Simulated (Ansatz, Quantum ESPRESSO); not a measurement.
**MgS (Niningerite): third-order response**

Aim: Raman and infrared lines of MgS (Niningerite).

Calculated with Quantum ESPRESSO 8.0 development, patched; DFT LDA, scalar-relativistic, plane waves, PseudoDojo norm-conserving pseudopotentials.

## (1) Starting point

The structure is cubic, space group Fm-3m (No. 225). The conventional cell has a = 5.203 Å, b = 5.203 Å, c = 5.203 Å, α = 90.00°, β = 90.00°, γ = 90.00°. Nearest to Mg lie 6 S at 2.60 Å. Nearest to S lie 6 Mg at 2.60 Å. Farther neighbours and most contacts between anions are not listed.

## (2) A probe with smearing

Before anything dear is run, a loose run with smearing shows whether this is a metal and how far the cell is from rest.

probe.in

```
&control
   calculation = 'scf'
   prefix = 'x'
   outdir = './tmp'
   pseudo_dir = './pseudo'
   tprnfor = .true.
   tstress = .true.
   verbosity = 'high'
/
&system
   ibrav = 2
   celldm(1) = 9.83281194
   nat = 2
   ntyp = 2
   ecutwfc = 84.0
   occupations = 'smearing'
   smearing = 'gaussian'
   degauss = 0.01
/
&electrons
   conv_thr = 1.0d-07
   mixing_beta = 0.7
   electron_maxstep = 100
/
ATOMIC_SPECIES
 Mg     24.3050  Mg.upf
 S      32.0600  S.upf
ATOMIC_POSITIONS crystal
 Mg     0.000000000   0.000000000   0.000000000
 S      0.500000000   0.500000000   0.500000000
K_POINTS automatic
 6 6 6 0 0 0
```

Started as:

```
OMP_NUM_THREADS=1 mpirun -n 2 pw.x -nk 2 -in probe.in > probe.out
```

The program printed:

```text
[banners, grids, parts of the stress and lines that vanish by symmetry left out]
Program PWSCF v.8.0dev
     bravais-lattice index     =            2
     lattice parameter (alat)  =       9.8328  a.u.
[...]
kinetic-energy cutoff     =      84.0000  Ry
     charge density cutoff     =     336.0000  Ry
     scf convergence threshold =      1.0E-07
[...]
Exchange-correlation= SLA-PW-NOGX-NOGC
                           (   1   4   0   0   0   0   0)
[...]
48 Sym. Ops., with inversion, found
[...]
(     0          1          0      )
                  (     0          0          1      )
[...]
(  0.0000000  1.0000000  0.0000000 )
                  (  0.0000000  0.0000000  1.0000000 )
[...]
(     1          0         -1      )
                  (     0          0         -1      )
[...]
(  0.0000000 -1.0000000  0.0000000 )
[...]
(     0          1         -1      )
                  (     0          1          0      )
[...]
( -1.0000000  0.0000000  0.0000000 )
                  (  0.0000000  1.0000000  0.0000000 )
[...]
number of k points=    16  Gaussian smearing, width (Ry)=  0.0100
[...]
End of self-consistent calculation
[...]
the Fermi energy is     7.9962 ev
!    total energy              =    -140.89756117 Ry
[...]
convergence has been achieved in   6 iterations
[...]
atom    1 type  1   force =     0.00000000    0.00000000    0.00000000
     atom    2 type  2   force =     0.00000000    0.00000000    0.00000000
[...]
Total force =     0.000000     Total SCF correction =     0.000000
[...]
total   stress  (Ry/bohr**3)                   (kbar)     P=      -31.47
[...]
XML data file, charge density, pseudopotentials, collected wavefunctions

   JOB DONE.
```

The job ended after 4.4 s (2 MPI ranks of Intel Xeon Platinum 8488C (Sapphire Rapids), shared host; 8.3 s of CPU time).

Numbers from this step:

| Item | Value |
| --- | --- |
| volume per atom | 17.61 Å³ |
| pressure | -3.147 GPa |
| gap on the k-mesh | 2.559 eV |

A gap of 2.6 eV opens on this mesh, so the crystal is taken as an insulator; the start stands at -3.1 GPa.

## (3) Relaxing the cell and atoms

The relaxation runs at a cutoff a fifth above that of the response, since stress converges more slowly with the basis than frequencies do. Forces and stress are brought to rest with tight thresholds.

relax.in

```
&control
   calculation = 'vc-relax'
   prefix = 'x'
   outdir = './tmp'
   pseudo_dir = './pseudo'
   tprnfor = .true.
   tstress = .true.
   forc_conv_thr = 2.0d-05
   etot_conv_thr = 1.0d-07
   nstep = 40
/
&system
   ibrav = 2
   celldm(1) = 9.83281194
   nat = 2
   ntyp = 2
   ecutwfc = 101
   occupations = 'fixed'
   nbnd = 10
/
&electrons
   conv_thr = 1.0d-11
   mixing_beta = 0.7
   electron_maxstep = 100
/
&ions
/
&cell
   press_conv_thr = 0.2
/
ATOMIC_SPECIES
 Mg     24.3050  Mg.upf
 S      32.0600  S.upf
ATOMIC_POSITIONS crystal
 Mg     0.000000000   0.000000000   0.000000000
 S      0.500000000   0.500000000   0.500000000
K_POINTS automatic
 6 6 6 0 0 0
```

Started as:

```
OMP_NUM_THREADS=1 mpirun -n 2 pw.x -nk 2 -in relax.in > relax.out
```

The program printed:

```text
[banners, grids, parts of the stress and lines that vanish by symmetry left out]
[banner, memory and clock lines left out]
Program PWSCF v.8.0dev

[...]
kinetic-energy cutoff     =     101.0000  Ry
     charge density cutoff     =     404.0000  Ry
     scf convergence threshold =      1.0E-11
[...]
energy convergence thresh.=      1.0E-07
     force convergence thresh. =      2.0E-05
     press convergence thresh. =      2.0E-01
     Exchange-correlation= SLA-PW-NOGX-NOGC
                           (   1   4   0   0   0   0   0)
[...]
48 Sym. Ops., with inversion, found
[...]
number of k points=    16
[...]
End of self-consistent calculation
[...]
highest occupied, lowest unoccupied level (ev):     6.1711    8.7305
!    total energy              =    -140.89759393 Ry
[...]
convergence has been achieved in  10 iterations
[...]
atom    1 type  1   force =     0.00000000    0.00000000    0.00000000
     atom    2 type  2   force =     0.00000000    0.00000000    0.00000000
     Total force =     0.000000     Total SCF correction =     0.000000
[...]
total   stress  (Ry/bohr**3)                   (kbar)     P=      -31.42
[...]
number of bfgs steps    =   0
[...]
CELL_PARAMETERS (alat=  9.83281194)
[...]
ATOMIC_POSITIONS (crystal)
Mg               0.0000000000        0.0000000000        0.0000000000
S                0.5000000000        0.5000000000        0.5000000000
[...]
New effective cutoffs (rho, wfc):  407.35  102.08
[...]
End of self-consistent calculation
[...]
highest occupied, lowest unoccupied level (ev):     6.3580    8.9508
!    total energy              =    -140.89825536 Ry
[...]
convergence has been achieved in   6 iterations
[...]
atom    1 type  1   force =     0.00000000    0.00000000    0.00000000
     atom    2 type  2   force =     0.00000000    0.00000000    0.00000000
     Total force =     0.000000     Total SCF correction =     0.000000
[...]
total   stress  (Ry/bohr**3)                   (kbar)     P=      -19.79
[...]
number of bfgs steps    =   1
[...]
CELL_PARAMETERS (alat=  9.83281194)
[...]
ATOMIC_POSITIONS (crystal)
Mg               0.0000000000        0.0000000000        0.0000000000
S                0.5000000000        0.5000000000        0.5000000000
[...]
New effective cutoffs (rho, wfc):  414.00  103.74
[...]
End of self-consistent calculation
[...]
highest occupied, lowest unoccupied level (ev):     6.6464    9.2891
!    total energy              =    -140.89865277 Ry
[...]
convergence has been achieved in   7 iterations
[...]
atom    1 type  1   force =     0.00000000   -0.00000000   -0.00000000
     atom    2 type  2   force =     0.00000000    0.00000000    0.00000000
     Total force =     0.000000     Total SCF correction =     0.000000
[...]
total   stress  (Ry/bohr**3)                   (kbar)     P=       -0.67
[...]
number of bfgs steps    =   2
[...]
CELL_PARAMETERS (alat=  9.83281194)
[...]
ATOMIC_POSITIONS (crystal)
[...]
New effective cutoffs (rho, wfc):  414.23  103.80
[...]
End of self-consistent calculation
[...]
highest occupied, lowest unoccupied level (ev):     6.6565    9.3010
!    total energy              =    -140.89865319 Ry
[...]
convergence has been achieved in   6 iterations
[...]
atom    1 type  1   force =     0.00000000    0.00000000    0.00000000
     atom    2 type  2   force =     0.00000000    0.00000000   -0.00000000
     Total force =     0.000000     Total SCF correction =     0.000000
[...]
total   stress  (Ry/bohr**3)                   (kbar)     P=        0.03
[...]
number of bfgs steps    =   3
[...]
small trust_radius: resetting bfgs history
[...]
CELL_PARAMETERS (alat=  9.83281194)
[...]
ATOMIC_POSITIONS (crystal)
[...]
New effective cutoffs (rho, wfc):  414.22  103.80
[...]
End of self-consistent calculation
[...]
highest occupied, lowest unoccupied level (ev):     6.6564    9.3008
!    total energy              =    -140.89865319 Ry
[...]
convergence has been achieved in   3 iterations
[...]
atom    1 type  1   force =     0.00000000    0.00000000    0.00000000
     atom    2 type  2   force =     0.00000000    0.00000000    0.00000000
     Total force =     0.000000     Total SCF correction =     0.000000
[...]
total   stress  (Ry/bohr**3)                   (kbar)     P=        0.02
[...]
bfgs converged in   5 scf cycles and   4 bfgs steps
[...]
End of BFGS Geometry Optimization
     Final enthalpy           =    -140.8986531910 Ry
     File ./tmp/x.bfgs deleted, as requested
[...]
CELL_PARAMETERS (alat=  9.83281194)
[...]
ATOMIC_POSITIONS (crystal)
Mg               0.0000000000        0.0000000000       -0.0000000000
S                0.5000000000        0.5000000000        0.5000000000
[...]
Final scf calculation at the relaxed structure.
[...]
kinetic-energy cutoff     =     101.0000  Ry
     charge density cutoff     =     404.0000  Ry
     scf convergence threshold =      1.0E-13
[...]
press convergence thresh. =      2.0E-01
     Exchange-correlation= SLA-PW-NOGX-NOGC
                           (   1   4   0   0   0   0   0)
[...]
48 Sym. Ops., with inversion, found
[...]
number of k points=    16
[...]
End of self-consistent calculation
[...]
highest occupied, lowest unoccupied level (ev):     6.6564    9.3008
!    total energy              =    -140.89865104 Ry
[...]
convergence has been achieved in  12 iterations
[...]
atom    1 type  1   force =     0.00000000   -0.00000000    0.00000000
     atom    2 type  2   force =     0.00000000    0.00000000    0.00000000
     Total force =     0.000000     Total SCF correction =     0.000000
[...]
total   stress  (Ry/bohr**3)                   (kbar)     P=       -0.00
[...]
XML data file, charge density, pseudopotentials, collected wavefunctions
```

It took 21 s on 2 MPI ranks.

Relaxation path:

```csv
step,energy less that of the first step (eV),largest force (eV/Å),pressure (GPa),volume (Å³)
1,0.0000,0.0000,-3.14,35.22
2,-0.0090,0.0000,-1.98,34.66
3,-0.0144,0.0000,-0.07,33.83
4,-0.0144,0.0000,0.00,33.80
5,-0.0144,0.0000,0.00,33.80
6,-0.0144,0.0000,0.00,33.80
```

```csv
"conventional cell, symmetrised",before,after,change
a (Å),5.203,5.132,-1.4 %
b (Å),5.203,5.132,-1.4 %
c (Å),5.203,5.132,-1.4 %
volume (Å³/atom),17.61,16.90,-4.0 %
```

The relaxed structure:

```
CELL_PARAMETERS angstrom
-2.56621 0.00000 2.56621
0.00000 2.56621 2.56621
-2.56621 2.56621 0.00000
ATOMIC_POSITIONS crystal
Mg 0.00000 0.00000 0.00000
S 0.50000 0.50000 0.50000
```

The last row of the table of steps is pw.x's closing run on a basis chosen anew for the final cell, so its energy can jump.

This step gave:

* volume per atom: 16.90 Å³
* pressure: 0 GPa
* gap on the k-mesh: 2.644 eV

The volume changes by -4.0 % from the cell with which this run began.

## (4) Self-consistent run for the response

The response is built on this ground state, so it is converged far tighter than an energy would need. With a gap, occupations are fixed, which also allows the response to an electric field.

scf.in

```
&control
   calculation = 'scf'
   prefix = 'x'
   outdir = './tmp'
   pseudo_dir = './pseudo'
   tprnfor = .true.
   tstress = .true.
/
&system
   ibrav = 2
   celldm(1) = 9.69885474
   nat = 2
   ntyp = 2
   ecutwfc = 84.0
   occupations = 'fixed'
   nbnd = 10
/
&electrons
   conv_thr = 1.0d-12
   mixing_beta = 0.7
   electron_maxstep = 100
/
ATOMIC_SPECIES
 Mg     24.3050  Mg.upf
 S      32.0600  S.upf
ATOMIC_POSITIONS crystal
 Mg     0.000000000   0.000000000   0.000000000
 S      0.500000000   0.500000000   0.500000000
K_POINTS automatic
 8 8 8 0 0 0
```

Started as:

```
OMP_NUM_THREADS=1 mpirun -n 2 pw.x -nk 2 -in scf.in > scf.out
```

The program printed:

```text
[banners, grids, parts of the stress and lines that vanish by symmetry left out]
[banner, memory and clock lines left out]
Program PWSCF v.8.0dev

[...]
kinetic-energy cutoff     =      84.0000  Ry
     charge density cutoff     =     336.0000  Ry
     scf convergence threshold =      1.0E-12
[...]
Exchange-correlation= SLA-PW-NOGX-NOGC
                           (   1   4   0   0   0   0   0)
[...]
48 Sym. Ops., with inversion, found
[...]
number of k points=    29
[...]
End of self-consistent calculation
[...]
highest occupied, lowest unoccupied level (ev):     6.6537    9.3007
!    total energy              =    -140.89886075 Ry
[...]
convergence has been achieved in  11 iterations
[...]
atom    1 type  1   force =     0.00000000    0.00000000    0.00000000
     atom    2 type  2   force =     0.00000000    0.00000000    0.00000000
     Total force =     0.000000     Total SCF correction =     0.000000
[...]
total   stress  (Ry/bohr**3)                   (kbar)     P=       -0.46
[...]
XML data file, charge density, pseudopotentials, collected wavefunctions
```

Elapsed: 9.3 s, on 2 MPI ranks; 18 s of CPU time.

Numbers from this step:

```
pressure          : -0.04600 GPa
gap on the k-mesh : 2.647 eV
```

The cell stands at -0.046 GPa, close enough for phonons.

(Part 1 of 3 ends here.)

[Host names and launcher messages were left out of these logs when they were recorded.]

[Logs are printed without paths, hosts, clocks, repeated set-up lines and the standing remarks that a program may print on its own settings, such as how far it seeks lower states.]

[Hosts, paths, dates, database ids (printed as entryN), source tags and the programs' standing remarks are cut or masked in the printed files.]
